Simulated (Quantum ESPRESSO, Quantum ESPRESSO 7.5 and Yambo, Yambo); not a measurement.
# InSe (C2/m): G0W0 on several meshes in Yambo

How does the mesh move the gap of InSe (C2/m)?

Method: PBEsol and many-body steps on it, plane waves, in Quantum ESPRESSO 7.5 and Yambo 5.3.0.

## Step 1: Set-up

Symmetry: C2/m, No. 12, monoclinic system. Conventional cell: a = 11.653 Å, b = 4.109 Å, c = 5.073 Å, α = 90.00°, β = 109.86°, γ = 90.00°. In has 3 Se at 2.68 to 2.69 Å and 1 In at 2.80 Å nearest. Nearest to Se lie 3 In at 2.68 to 2.69 Å. Farther neighbours and most contacts between anions are not listed.

The cell and positions are those that the Materials Project relaxed with its own functionals (PBE, PBE+U or r2SCAN), kept fixed.

## Step 2: Empty states on the mesh, 2×2×2 mesh, 90 bands

This step: Quantum ESPRESSO 7.5; DFT, PBEsol, plane waves, norm-conserving pseudopotentials.

The sums over transitions need many empty states on a uniform mesh; this step solves for them.

Contents of pw.in:

```
&control
  calculation = 'nscf'
  prefix = 'x'
  outdir = 'o'
  pseudo_dir = 'pseudo'
/
&system
  ibrav = 0
  nat = 4
  ntyp = 2
  ecutwfc = 78.0
  nbnd = 90
  force_symmorphic = .true.
/
&electrons
  conv_thr = 1e-9
  electron_maxstep = 80
  diago_full_acc = .true.
  diago_thr_init = 5e-6
/
ATOMIC_SPECIES
  In 114.82 In.upf
  Se 78.971 Se.upf
CELL_PARAMETERS angstrom
  5.8263928781 -2.0546489550 -0.0000000000
  5.8263928781 2.0546489550 -0.0000000000
  -1.7232330140 0.0000000000 4.7713478577
ATOMIC_POSITIONS crystal
  In 0.1117967500 0.1117967500 0.9531586400
  In 0.8882032500 0.8882032500 0.0468413600
  Se 0.3390724100 0.3390724100 0.3310443800
  Se 0.6609275900 0.6609275900 0.6689556200
K_POINTS automatic
  2 2 2 0 0 0
```

On the command line:

```
$ OMP_NUM_THREADS=1 mpirun -n 4 pw.x -nk 4 -in pw.in > pw.out
```

The program printed:

```text
Program PWSCF v.7.5 starts

     This program is part of the open-source Quantum ESPRESSO suite
     for quantum simulation of materials; please cite
         "P. Giannozzi et al., J. Phys.:Condens. Matter 21 395502 (2009);
         "P. Giannozzi et al., J. Phys.:Condens. Matter 29 465901 (2017);
         "P. Giannozzi et al., J. Chem. Phys. 152 154105 (2020);
     in publications or presentations arising from this work. More details at

     Atomic positions and unit cell read from directory:
     o/x.save/

     Message from routine setup:
[...]
40.4637  41.0981

          k =-0.2651-0.7517-0.0957 (  8980 PWs)   bands (ev):

[...]
32.6955  33.0589  33.7192  34.3783  34.5549  34.5566  35.0440  35.6724
    35.9489  36.2078  36.6764  36.8684  37.5965  37.6089  38.1591  38.5879
    39.2353  39.5952

          k =-0.2651-0.7517-0.7432 (  8982 PWs)   bands (ev):

     [... further k-points ...]

     highest occupied, lowest unoccupied level (ev):     7.3716    8.4853

     XML data file, pseudopotentials, collected wavefunctions

=------------------------------------------------------------------------------=
   JOB DONE.
=------------------------------------------------------------------------------=
```

Elapsed: 18 s, on 4 MPI ranks of Arm Neoverse V2, shared host; peak memory 0.58 GiB.

Numbers from this step:

| Quantity | Value |
| --- | --- |
| gap | 1.114 eV |
| k of the valence top | -0.5, -0.5, 0 |
| k of the conduction bottom | 0, 0, -0.5 |
| least direct gap | 1.439 eV |
| k points computed | 6 |
| lowest point of the top converged band, above the valence top | 32.18 eV |

On this mesh the gap is 1.114 eV.

The density comes from a self-consistent run that is not shown.

## Step 3: Conversion and set-up

This step: Yambo 5.3.0; conversion and set-up on PBEsol, plane waves, norm-conserving pseudopotentials.

The states are converted to the many-body program's format and the q mesh is built.

On the command line:

```
$ (cd o/x.save; p2y > p2y.log; mv SAVE ../..); yambo > setup.log
```

The program printed:

```text
 Yambo, version 5.3.0

 [02] CORE Variables Setup
 =========================

  [02.01] Unit cells
  ==================

  Cell kind             :  Unknown
  Atoms in the cell     :  In  Se
  number of In atoms    :  2
  number of Se atoms    :  2

  List of atomic masses
  Mass of In    :  114.8200
  Mass of Se    :  78.97100

  List of atomic coordinates    : [cc]
  In1       : -0.64207      0.31021E-16   8.5942      order 1
  In2       :   19.406     -0.11203E-15  0.42235      order 2
  Se1       :   6.3885      0.62153E-16   2.9849      order 3
[...]
IBZ Q-points                                      :   6
 BZ  Q-points                                      :   8

 K/Q-points units:
 rlu = crystal or reduced units; cc = cartesian coordinates; iku = interal k-units

 Q [1]          [rlu]:  0.000000  0.000000  0.000000
 Q [2]          [rlu]:  0.28852E-16  0.30296E-16 -0.50000
 Q [3]          [rlu]:  0.14496E-15 -0.50000     -0.61808E-16
 Q [4]          [rlu]:  0.96724E-16  0.50000     -0.50000
 Q [5]          [rlu]: -0.50000     -0.50000     -0.20434E-16
 Q [6]          [rlu]:  0.500000  0.500000 -0.500000

  [03.01] X indexes
  =================

   [03.01.01] Sigma indexes
   ========================

 [06] Game Over & Game summary
```

Run time: 2.2 s. Hardware: 1 MPI rank; peak memory 0.24 GiB.

## Step 4: 2×2×2

Now the one-shot GW correction: screening in the RPA, then the self-energy of the levels asked for.

This step: G0W0 on PBEsol, plane waves, norm-conserving pseudopotentials.

Contents of gw10.in:

```
HF_and_locXC
gw0
dyson
ppa
em1d
rim_cut
RandQpts= 1000000
RandGvec= 1 RL
EXXRLvcs= 78 Ry
VXCRLvcs= 312 Ry
Chimod= "HARTREE"
% BndsRnXp
 1 | 90 |
%
NGsBlkXp= 5 Ry
% LongDrXp
 1 | 1 | 1 |
%
% GbndRnge
 1 | 90 |
%
DysSolver= "n"
ExtendOut
PPAPntXp= 27.21138 eV
% QPkrange
 5 | 5 | 28 | 31 |
 2 | 2 | 28 | 31 |
 1 | 1 | 28 | 31 |
%
```

On the command line:

```
$ OMP_NUM_THREADS=1 mpirun -n 4 yambo -F gw10.in -J gw10 -C gw10 > gw10.log
```

The program printed:

```text
 Yambo, version 5.3.0

 [02] CORE Variables Setup
 =========================

  [... cell, symmetries and grids as in the set-up ...]

  [02.05] Energies & Occupations
  ==============================

  [X] === General ===
  [X] Electronic Temperature                        :  0.000000  0.000000 [eV K]
  [X] Bosonic    Temperature                        :  0.000000  0.000000 [eV K]
  [X] Finite Temperature mode                       : no
  [X] El. density                                   :  0.50771E+24 [cm-3]
  [X] Fermi Level                                   :  7.371571 [eV]

  [X] === Gaps and Widths ===
  [X] Conduction Band Min                           :  1.113711 [eV]
  [X] Valence Band Max                              :  0.000000 [eV]
  [X] Filled Bands                                  :  29
  [X] Empty Bands                                   :   30   90
  [X] Direct Gap                                    :  1.438940 [eV]
  [X] Direct Gap localized at k                     :  2
  [X] Indirect Gap                                  :  1.113711 [eV]
  [X] Indirect Gap between kpts                     :   5   2
  [X] Last valence band width                       :  1.241389 [eV]
  [X] 1st conduction band width                     :  1.598871 [eV]

 [03] Transferred momenta grid and indexing
 ==========================================

 IBZ Q-points                                      :   6
 BZ  Q-points                                      :   8

 K/Q-points units:
 rlu = crystal or reduced units; cc = cartesian coordinates; iku = interal k-units

 Q [1]          [rlu]:  0.000000  0.000000  0.000000
 Q [2]          [rlu]:  0.28852E-16  0.30296E-16 -0.50000
 Q [3]          [rlu]:  0.14496E-15 -0.50000     -0.61808E-16
 Q [4]          [rlu]:  0.96724E-16  0.50000     -0.50000
 Q [5]          [rlu]: -0.50000     -0.50000     -0.20434E-16
 Q [6]          [rlu]:  0.500000  0.500000 -0.500000

 [04] Coloumb potential Random Integration (RIM)
 ===============================================

  [04.01] RIM initialization
  ==========================

  * Diagonal components only detected *

  8 x (sBL volume)        :  0.321762 [a.u.]
  sBZ random points       :  1000000
  Points outside the sBZ  :   7990666
  RL volume               :  0.321762 [a.u.]
  Integrated volume       :  0.322138 [a.u.]

  [04.02] RIM integrals
  =====================

  Gamma point sphere radius             :  0.124297 [a.u.]
  Points outside the sphere             :   799832
  [Int_sBZ(q=0) 1/q^2]*(Vol_sBZ)^(-1/3) =:  7.649654
                                 should be <:  7.795600

  Summary of Coulomb integrals for non-metallic bands |Q|[au] RIM/Bare

  Q [1] 0.100000E-4 0.981278 * Q [5] 0.303371 0.954255
  Q [2] 0.348425 1.029373 * Q [6] 0.376328 1.039944
  Q [3] 0.432062 1.122107 * Q [4] 0.521701 1.084138

 [05] Dipoles
 ============

  [05.01] Setup: observables and procedures
  =========================================

  [WARNING] [x,Vnl] slows the Dipoles computation. To neglect it rename the ns.kb_pp file

 [06] Dynamic Dielectric Matrix (PPA)
 ====================================

 [WR./gw10//ndb.pp]--------------------------------------------------------------
  Brillouin Zone Q/K grids (IBZ/BZ)                :   6   8   6   8
  RL vectors                                       :  10845 [WF]
  Coulomb cutoff potential                         : none
  Electronic Temperature                           :  0.000000 [K]
  Bosonic    Temperature                           :  0.000000 [K]
  PPA    diel. fun.  energies                      : Perdew, Burke & Ernzerhof SOL(X)+Perdew, Burke & Ernzerhof SOL(C)
  wavefunctions                                    : Perdew, Burke & Ernzerhof SOL(X)+Perdew, Burke & Ernzerhof SOL(C)
  Global Gauge                                     : length
  X matrix size                                    :  149
  X band range                                     :    1   90
  X e/h energy range                               : -1.000000 -1.000000 [eV]
  X Time ordering                                  : R
  X Hxc Kernel                                     : HARTREE
  X Drude frequency                                :  0.000000  0.000000
  X poles                                          :  100.0000 [o/o]
  RL vectors in the sum                            :  10845
  [r,Vnl] included                                 : yes
  Field direction                                  :  0.577350E-5  0.577350E-5  0.577350E-5
  BZ energy Double Grid                            : no
  BZ energy DbGd points                            : 0
  BZ Q point size factor                           : -1.000000
  X Optical Averaged directions                    : none

 [07] Local Exchange-Correlation + Non-Local Fock
 ================================================

 [VXC] Plane waves :   71729
 [EXS] Plane waves :   9003

 QP @ state[ 1 ] K range:  1  2
 QP @ state[ 1 ] b range:  28  31
 QP @ state[ 2 ] K range:   5   5
 QP @ state[ 2 ] b range:  28  31

 [xc] Functional : Perdew, Burke & Ernzerhof SOL(X)+Perdew, Burke & Ernzerhof SOL(C)
 [xc] LIBXC used to calculate xc functional
  PP Number of Atomic Species                      :  2
  NLCC RL compoments                               :   71729
  PP Number of Atomic Species                      :  2
  NLCC RL compoments                               :   71729

 [xc] E_xc :  -37.69592 [Ha]
      E_xc :  -75.39183 [Ry]

  Local XC kind (lXC) : Perdew, Burke & Ernzerhof SOL(X)+Perdew, Burke & Ernzerhof SOL(C)
  Non-Local XC kind (nlXC) : Hartree-Fock

  Corrections @ K [1] :  [eV]
 <28|nlXC|28> = -15.23406 -0.47350E-17 <28|lXC|28> = -12.22683 -0.18882E-15
 <29|nlXC|29> = -16.95190  0.76032E-17 <29|lXC|29> = -13.41115 -0.18882E-15
 <30|nlXC|30> = -9.490432  0.41016E-17 <30|lXC|30> = -13.02469 -0.23602E-16
 <31|nlXC|31> = -7.253449  0.90857E-19 <31|lXC|31> = -10.74078  0.18882E-15

  Corrections @ K [2] :  [eV]
 <28|nlXC|28> = -17.32142  0.78772E-17 <28|lXC|28> = -13.72466  0.94408E-16
 <29|nlXC|29> = -15.53765  0.13320E-16 <29|lXC|29> = -12.97068  0.000000
[...]
Corrections @ K [5] :  [eV]
[...]
<29|nlXC|29> = -15.18604  0.56549E-17 <29|lXC|29> = -12.77399 -0.23602E-16
 <30|nlXC|30> = -9.222289 -0.79307E-17 <30|lXC|30> = -12.48397 -0.17702E-15
 <31|nlXC|31> = -5.547567  0.16178E-17 <31|lXC|31> = -9.805949  0.23602E-16

 [08] Dyson equation: Newton solver
 ==================================

  [08.01] G0W0 (W PPA)
  ====================

  [  GW  ] Bands range     :    1   90
  [GW/PPA] G damping       :  0.100000 [eV]

  QP @ state[ 1 ] K range:  1  2
  QP @ state[ 1 ] b range:  28  31
  QP @ state[ 2 ] K range:   5   5
  QP @ state[ 2 ] b range:  28  31

   Sc/G bands                                       :    1   90
   Sc/G damping                                     :  0.100000 ev
   Sc bands terminator                              : no
   Sx RL components                                 :   9003

   QP @ state[ 1 ] K range                          :  1  2
   QP @ state[ 1 ] b range                          :  28  31
   QP @ state[ 2 ] K range                          :   5   5
   QP @ state[ 2 ] b range                          :  28  31
   GF energies kind                                 : Perdew, Burke & Ernzerhof SOL(X)+Perdew, Burke & Ernzerhof SOL(C)
   GF WF`s kind                                     : Perdew, Burke & Ernzerhof SOL(X)+Perdew, Burke & Ernzerhof SOL(C)
   Xs energies kind                                 : Perdew, Burke & Ernzerhof SOL(X)+Perdew, Burke & Ernzerhof SOL(C)
   Xs WF`s kind                                     : Perdew, Burke & Ernzerhof SOL(X)+Perdew, Burke & Ernzerhof SOL(C)

 [11] Game Over & Game summary
```

Wall time 24 s (4 MPI ranks); peak memory 2.6 GiB; 90 s of CPU time.

This step gave:

```yaml
g0w0_gap_on_the_points_computed: 2.045 eV
starting_gap_on_the_mesh: 1.114 eV
k_of_the_valence_top: -0.5, -0.5, 0
k_of_the_conduction_bottom: 0, 0, -0.5
least_direct_g0w0_gap_on_the_computed_points: 2.362 eV
z_at_the_valence_top: 0.7929
z_at_the_conduction_bottom: 0.8000
```

The gap on the mesh goes from 1.11 eV to 2.04 eV, a correction of +0.93 eV.

## Step 5: Empty states on the mesh, 4×4×4 mesh, 90 bands

This step: Quantum ESPRESSO 7.5; DFT, PBEsol, plane waves, norm-conserving pseudopotentials.

Changes to pw.in since step 2:

```diff
@@ -33,2 +33,2 @@
 K_POINTS automatic
-  2 2 2 0 0 0
+  4 4 4 0 0 0
```

On the command line:

```
$ OMP_NUM_THREADS=1 mpirun -n 4 pw.x -nk 4 -in pw.in > pw.out
```

The program printed:

```text
[banner, memory and clock lines left out]
Program PWSCF v.7.5 starts

     Atomic positions and unit cell read from directory:
     o/x.save/

     Message from routine setup:
     using ibrav=0 with symmetry is DISCOURAGED, use correct ibrav instead

     G-vector sticks info

     bravais-lattice index     =            0
     lattice parameter (alat)  =      11.6748  a.u.
     unit-cell volume          =     770.9125 (a.u.)^3
     number of atoms/cell      =            4
     number of atomic types    =            2
     number of electrons       =        58.00
[...]
39.7291  40.4338

          k = 0.0000 0.0000 0.3237 (  8967 PWs)   bands (ev):

[...]
40.5359  40.6407

          k = 0.0000 0.0000-0.6474 (  8950 PWs)   bands (ev):

[...]
35.0454  35.4085  35.6527  36.4910  36.6290  37.2149  37.6141  37.9725
    38.1548  38.2409  38.7991  39.0897  39.1833  39.8416  40.2529  40.4559
    40.4638  41.0980

          k = 0.1325 0.3759 0.0479 (  8988 PWs)   bands (ev):

     [... further k-points ...]

     highest occupied, lowest unoccupied level (ev):     7.3716    8.4853

     XML data file, pseudopotentials, collected wavefunctions
```

Wall time 52 s (4 MPI ranks); peak memory 0.58 GiB; 3.4 min of CPU time.

Numbers from this step:

```
gap                                                           : 1.114 eV
k of the valence top                                          : -0.5, -0.5, 0
k of the conduction bottom                                    : 0, 0, -0.5
least direct gap                                              : 1.439 eV
k points computed                                             : 24
lowest point of the top converged band, above the valence top : 31.89 eV
```

On this mesh the gap is 1.114 eV.

(Continued in part 2 of 2.)

[Paths, hosts, dates, memory and timing lines, banners, echoed tables and standing remarks are left out of the program output.]

[Logs are printed without paths, hosts, clocks, repeated set-up lines and the standing remarks that a program may print on its own settings, such as how far it seeks lower states.]

[Runs of the session that timed out or met a known fault of the program may be left out.]

[Hosts, paths, dates, database ids (printed as entryN), source tags and the programs' standing remarks are cut or masked in the printed files.]
